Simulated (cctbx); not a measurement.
# Interatomic vectors of Bi5As4

Space group I4/m (no. 87), a = 11.0390 Å, b = 11.0390 Å, c = 3.6760 Å, α = 90.00°, β = 90.00°, γ = 90.00°, content Bi10 As8.

Simulated single-crystal data (cctbx): Mo Kα, λ = 0.71073 Å, to d = 0.8 Å, 50 % of the full sphere, strongest reflection 20000 counts, noise from counting, a 2 % proportional error and a noise floor of 8 counts (s.d.); no absorption, some extinction.

Patterson synthesis from sharpened amplitudes, origin scaled to 1000:

```text
Patterson group I 4/m
      u       v       w   height  length (A)
  0.000   0.000   0.000   1000.0     0.00
  0.116   0.187   0.500    465.7     3.05
  0.073   0.692   0.000    403.8     3.49
  0.114   0.738   0.500    188.6     3.65
  0.107   0.237   0.000    113.2     2.87
  0.031   0.549   0.000     97.2     4.99
  0.059   0.070   0.142     49.3     1.14
  0.035   0.051   0.246     39.6     1.13
 -0.011   0.102   0.074     38.7     1.16
  0.098   0.152   0.208     33.7     2.14
  0.017   0.933   0.250     33.6     1.19
  0.147   0.720   0.198     31.9     3.56
  0.052   0.650   0.500     31.7     4.32
  0.166   0.261   0.313     30.7     3.61
```

Q: Assign the vectors.

A peak at u stands for all pairs with xi − xj = u, with weight Σ ZiZj against Σ Z² = 77602 at the origin. Peak heights follow these weights only roughly, since form factors, motion and series ripples differ, all vectors within 0.55 Å of a peak are counted as merged into it though the farther ones add only part of their weight, and F(000) is left out, which lowers the whole map:

| u | v | w | shortest length (Å) | height | 1000 ΣZiZj/ΣZ² | pairs in the cell |
| --- | --- | --- | --- | --- | --- | --- |
| 0.116 | 0.187 | 0.500 | 3.05 | 466 | 637 | 4 × Bi–Bi, 8 × Bi–As |
| 0.073 | 0.692 | 0.000 | 3.49 | 404 | 496 | 4 × Bi–Bi, 4 × Bi–As |
| 0.114 | 0.738 | 0.500 | 3.65 | 189 | 178 | 2 × Bi–Bi |
| 0.107 | 0.237 | 0.000 | 2.87 | 113 | 141 | 4 × Bi–As |
| 0.031 | 0.549 | 0.000 | 4.99 | 97 | 141 | 4 × Bi–As |
| 0.059 | 0.070 | 0.142 | 1.14 | 49 | 0 | none within 0.55 Å |

The table stops at ten peaks or at a height of 45, below which ripples compete. In the model behind the data Bi, the heaviest element, has 2 independent sites: (0, 0, 0) and (0.8799, 0.8070, 1/2), up to an allowed shift of origin; the Bi–Bi vectors are differences of these positions and their symmetry mates. The whole model:

```csv
atom,mult.,x,y,z,Ueq (Å²)
Bi1,2,0,0,0,0.0116
Bi2,8,0.8799,0.8070,1/2,0.0150
As1,8,0.7761,0.5655,1/2,0.0204
```

The model was made for the exercise: a known structure type with other elements put in, its volume estimated, not relaxed; displacement parameters are assumed.

[Logs are printed without paths, hosts, clocks, repeated set-up lines and the standing remarks that a program may print on its own settings, such as how far it seeks lower states.]
